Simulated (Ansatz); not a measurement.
# Tc of Sn (I4_1/amd) from its phonons

Wanted: λ, ω_log and Tc of Sn (I4_1/amd). The cell shown first is a relaxed one, from steps not shown here.

Method: DFT PBE, scalar-relativistic, plane waves, PseudoDojo norm-conserving pseudopotentials, in the first sound run; inputs show where later runs differ, in Ansatz 0.2.0.

The experiments to compare with:

“List of superconductors” (2026, Wikipedia's table of superconducting elements, as read in December) quotes from earlier work for Sn (bulk crystal): superconducting transition temperature (bulk, normal pressure) 3.72 K.

Most raw output is cut from this account.

In doubt: the program doubts the meshes or the phonons of the coupling sums, which bears on λ, Tc and transport values.

### 1. The cell after earlier relaxation steps

Symmetry: I4_1/amd, No. 141, tetragonal system. The conventional cell has a = 5.969 Å, b = 5.969 Å, c = 3.187 Å, α = 90.00°, β = 90.00°, γ = 90.00°. Sn has 6 Sn at 3.09 to 3.19 Å nearest.

### 2. Resistivity: PseudoDojo files

The run that gives the couplings also evaluates McMillan's and Allen and Dynes's formulas and, where asked, the Eliashberg equations, over a range of μ*.

The input, input.yaml:

```yaml
crystal:
  lattice:
    - [-2.9845263021, 2.9845263021, 1.5935322203]
    - [2.9845263021, -2.9845263021, 1.5935322203]
    - [2.9845263021, 2.9845263021, -1.5935322203]
  atoms:
    - { symbol: Sn, position: [0.75, 0.25, 0.5] }
    - { symbol: Sn, position: [0.0, 0.0, 0.0] }
kpoints:
  mp_grid: { grid: [12, 12, 12] }
hamiltonian:
  xc: pbe
  pseudopotentials: { kind: nc, accuracy: standard }
scf:
  occupations: { method: methfessel_paxton, width: 0.2 }
output:
  eigenvalues: true
phonons:
  method: dfpt
  qmesh: [4, 4, 4]
  temperatures: { t_max: 1000, t_step: 50 }
  qpath:
    path:
      - [[0.0, 0.0, 0.0], [0.0, 0.0, 0.5], [-0.5, 0.5, 0.5], [0.0, 0.0, 0.0]]
      - [[0.0, 0.0, 0.5], [0.25, 0.25, 0.25], [0.0, 0.5, 0.0], [0.0, 0.0, 0.0]]
    npoints: 6
  electrical_resistivity:
    mesh: [20, 20, 20]
    temperatures: [20.0, 50.0, 80.0, 100.0, 150.0, 200.0, 273.0, 300.0, 400.0, 500.0, 600.0, 800.0]
  superconductivity: { mesh: [20, 20, 20], eliashberg_equations: false }
```

Run with:

```bash
$ ansatz run input.yaml --threads 16 --pin off --max-ram 92160MiB --backend cuda --events-out ev --progress --plain --runs-dir out --max-vram 78GiB
```

Wall time 2.1 min (1 × NVIDIA GB200 with 16 threads of Arm Neoverse V2, shared host); peak memory 9.8 GiB; 21 min of CPU time.

Numbers from this step:

* volume per atom: 28.39 Å³/atom
* metallic on mesh: yes
* gap on the k-mesh: 0 eV
* zero-point energy: 0.02881 eV/cell
* share of imaginary modes in the plain interpolation between solved wavevectors: 0.0041
* highest frequency, solved or plainly interpolated: 124.3 cm⁻¹
* resistivity at 300 K: 12.43 μΩ cm, mean of the axes
* coupling constant λ: 0.8797
* density of states at the Fermi level: 0.5007 states/eV a spin and cell
* log mean phonon energy ħω_log: 7.22 meV
* transport coupling constant λ_tr: 0.7761, 0.7761, 0.9565 (xx, yy, zz)
* Drude plasma energy: 9.279, 9.279, 8.304 eV (xx, yy, zz)
* resistivity times mean free path: 7.887, 7.887, 9.323 × 10⁻¹⁶ Ω m² (xx, yy, zz)
* second-moment phonon energy ħω₂: 9.259 meV
* coupling λ by branch: 0.218, 0.184, 0.157, 0.121, 0.102, 0.098 (branches by rank of frequency)

Transition temperatures:

```tsv
μ*	McMillan Tc (K)	Allen–Dynes Tc (K)
0.08	5.26	5.59
0.1	4.71	4.98
0.12	4.18	4.4
0.13	3.92	4.11
0.14	3.66	3.84
0.16	3.17	3.31
0.2	2.27	2.36
```

### 3. Electron–phonon run: finite displacements

Finite displacements in a supercell are the other road to force constants and couplings; here with the base functional.

This step: DFT PBE, scalar-relativistic, plane waves, PAW; PAW set soft_1 (Ansatz 0.2.0).

input.yaml: that of step 2 with these lines changed.

```diff
@@ -2,5 +2,5 @@
   lattice:
-    - [-2.9845263021, 2.9845263021, 1.5935322203]
-    - [2.9845263021, -2.9845263021, 1.5935322203]
-    - [2.9845263021, 2.9845263021, -1.5935322203]
+    - [-2.9857795136, 2.9857795136, 1.5940862964]
+    - [2.9857795136, -2.9857795136, 1.5940862964]
+    - [2.9857795136, 2.9857795136, -1.5940862964]
   atoms:
@@ -12,3 +12,3 @@
   xc: pbe
-  pseudopotentials: { kind: nc, accuracy: standard }
+  pseudopotentials: { kind: paw, azcp: { folder: soft_1 } }
 scf:
@@ -18,4 +18,4 @@
 phonons:
-  method: dfpt
-  qmesh: [4, 4, 4]
+  method: fd
+  supercell: [4, 4, 4]
   temperatures: { t_max: 1000, t_step: 50 }
```

Wall time 3.5 min (1 × NVIDIA GB200 with 16 threads); peak memory 11 GiB; 23 min of CPU time.

This step gave:

- volume per atom: 28.42 Å³/atom
- zero-point energy: 0.02871 eV/cell
- share of imaginary modes in the plain interpolation between solved wavevectors: 0.0042
- highest frequency, solved or plainly interpolated: 123.7 cm⁻¹
- resistivity at 300 K: 12.55 μΩ cm, mean of the axes
- coupling constant λ: 0.8864
- density of states at the Fermi level: 0.5012 states/eV a spin and cell
- log mean phonon energy ħω_log: 7.19 meV
- transport coupling constant λ_tr: 0.782, 0.782, 0.9658 (xx, yy, zz)
- Drude plasma energy: 9.274, 9.274, 8.299 eV (xx, yy, zz)
- resistivity times mean free path: 7.893, 7.893, 9.33 × 10⁻¹⁶ Ω m² (xx, yy, zz)
- second-moment phonon energy ħω₂: 9.228 meV
- coupling λ by branch: 0.219, 0.185, 0.159, 0.122, 0.103, 0.0987 (branches by rank of frequency)

Transition temperatures:

```tsv
μ*	McMillan Tc (K)	Allen–Dynes Tc (K)
0.08	5.3	5.64
0.1	4.76	5.03
0.12	4.22	4.45
0.13	3.96	4.16
0.14	3.71	3.89
0.16	3.22	3.36
0.2	2.31	2.4
```

### 4. Resistivity: r2SCAN at its own relaxed cell

The functional sets the lattice constant, the bands and the force constants.

This step: DFT r2SCAN, scalar-relativistic, plane waves, PAW; PAW set soft_1 (Ansatz 0.2.0).

input.yaml: that of step 3 with these lines changed.

```diff
@@ -2,5 +2,5 @@
   lattice:
-    - [-2.9857795136, 2.9857795136, 1.5940862964]
-    - [2.9857795136, -2.9857795136, 1.5940862964]
-    - [2.9857795136, 2.9857795136, -1.5940862964]
+    - [-2.9539118947, 2.9539118947, 1.5824766481]
+    - [2.9539118947, -2.9539118947, 1.5824766481]
+    - [2.9539118947, 2.9539118947, -1.5824766481]
   atoms:
@@ -11,3 +11,3 @@
 hamiltonian:
-  xc: pbe
+  xc: r2scan
   pseudopotentials: { kind: paw, azcp: { folder: soft_1 } }
@@ -18,4 +18,4 @@
 phonons:
-  method: fd
-  supercell: [4, 4, 4]
+  method: dfpt
+  qmesh: [4, 4, 4]
   temperatures: { t_max: 1000, t_step: 50 }
```

Run time: 11 min. Hardware: 1 × NVIDIA GB200 with 16 threads; peak memory 8.9 GiB; 2.3 h of CPU time.

Numbers from this step:

| Quantity | Value |
| --- | --- |
| volume per atom | 27.62 Å³/atom |
| zero-point energy | 0.03115 eV/cell |
| share of imaginary modes in the plain interpolation between solved wavevectors | 2.00e-4 |
| highest frequency, solved or plainly interpolated | 130.6 cm⁻¹ |
| Debye temperature (second moment) | 166 K |
| resistivity at 300 K | 10.83 μΩ cm, mean of the axes |
| coupling constant λ | 0.7508 |
| density of states at the Fermi level | 0.4402 states/eV a spin and cell |
| log mean phonon energy ħω_log | 8.992 meV |
| transport coupling constant λ_tr | 0.6884, 0.6884, 0.9127 (xx, yy, zz) |
| Drude plasma energy | 9.381, 9.381, 8.57 eV (xx, yy, zz) |
| resistivity times mean free path | 8.177, 8.177, 9.478 × 10⁻¹⁶ Ω m² (xx, yy, zz) |
| second-moment phonon energy ħω₂ | 10.46 meV |
| coupling λ by branch | 0.136, 0.151, 0.149, 0.116, 0.1, 0.0983 (branches by rank of frequency) |

Transition temperatures:

```tsv
μ*	McMillan Tc (K)	Allen–Dynes Tc (K)
0.08	4.91	5.13
0.1	4.27	4.45
0.12	3.66	3.8
0.13	3.37	3.49
0.14	3.09	3.2
0.16	2.56	2.64
0.2	1.63	1.67
```

The Eliashberg function α²F has structure finer than the step of the table below, so its rows give means over 0.5 meV, whole bins alone (the curve runs from 0.064 to 16.3 meV). Peaks (meV: height): α²F 7.97: 0.307, 11.29: 0.377, 13.07: 0.612, 14.22: 0.729, 15.11: 0.535; α²F tr 7.97: 0.331, 11.29: 0.414, 13.07: 0.681, 14.22: 0.879.

The Eliashberg function α²F by phonon energy; means over each step:

```tsv
phonon energy (meV)	α²F	α²F tr
0.5	2.7e-5	0
1.0	5.2e-4	9.6e-5
1.5	0.00175	4.9e-4
2.0	0.00394	0.00143
2.5	0.00782	0.00347
3.0	0.0141	0.00741
3.5	0.0261	0.0164
4.0	0.0631	0.0455
4.5	0.138	0.107
5.0	0.154	0.130
5.5	0.225	0.228
6.0	0.213	0.213
6.5	0.208	0.205
7.0	0.206	0.200
7.5	0.212	0.203
8.0	0.282	0.297
8.5	0.223	0.218
9.0	0.152	0.137
9.5	0.231	0.241
10.0	0.283	0.294
10.5	0.298	0.309
11.0	0.336	0.356
11.5	0.310	0.332
12.0	0.249	0.258
12.5	0.327	0.356
13.0	0.534	0.597
13.5	0.517	0.595
14.0	0.627	0.750
14.5	0.505	0.568
15.0	0.504	0.531
15.5	0.321	0.353
16.0	0.175	0.213
```

### 5. Outcome

| Property | Result |
| --- | --- |
| meshes | q 4×4×4, k 12×12×12, scattering 20×20×20 |
| coupling constant λ | 0.751 |
| log mean phonon energy ħω_log | 8.99 meV |
| Allen–Dynes Tc at μ* = 0.1 | 4.45 K |
| Allen–Dynes Tc at μ* = 0.13 | 3.49 K |

In words: In the last run (r2SCAN, q 4×4×4, k 12×12×12, scattering 20×20×20), with λ = 0.75 and ħω_log = 8.99 meV, Tc at μ* = 0.13 is 3.4 K by McMillan's formula and 3.5 K by Allen and Dynes's. Allen and Dynes's formula meets the measured 3.72 K at μ* near 0.12. Raising μ* from 0.10 to 0.16 lowers the Allen–Dynes value from 4.5 to 2.6 K. The run's transport test calls it not converged in the mesh; ρ(300 K) moves by 4 % in the component that moves most. λ of these runs moves by 1 to 2 % between their two finest meshes, and Tc by more, so small gaps between the runs or to the measured value rank nothing. In 3 of the runs shown, the last among them, the interpolated phonons dip below zero somewhere, which the program warns of. Over the runs, λ takes the values 0.880, 0.886 and 0.751, in the order shown. μ* is a typed number, phonons are harmonic, and spin fluctuations are left out; at μ* = 0.13 McMillan's formula turns 1 % in λ into about 2.6 % in Tc.

Comparison with the measured values:

| quantity | measured | Allen–Dynes, PBE, q 4×4×4, fine 20×20×20, PseudoDojo files | Allen–Dynes, PBE, q 4×4×4, fine 20×20×20, displacements | Allen–Dynes, r2SCAN, q 4×4×4, fine 20×20×20 |
| --- | --- | --- | --- | --- |
| superconducting transition temperature (μ* = 0.13) (kelvin) | 3.72 | 4.11 (+10.5 %) | 4.16 (+11.8 %) | 3.49 (-6.2 %) |

Measured values from Wikipedia's table of superconducting elements, as read in December (2026).

How well it matches: For the superconducting transition temperature, of the levels listed nearest comes Allen–Dynes, r2SCAN, q 4×4×4, fine 20×20×20 (-6.2 %) and farthest Allen–Dynes, PBE, q 4×4×4, fine 20×20×20, displacements (+11.8 %). Limits of convergence are named above.

[Logs are printed without paths, hosts, clocks, repeated set-up lines and the standing remarks that a program may print on its own settings, such as how far it seeks lower states.]

[Hosts, paths, dates, database ids (printed as entryN), source tags and the programs' standing remarks are cut or masked in the printed files.]
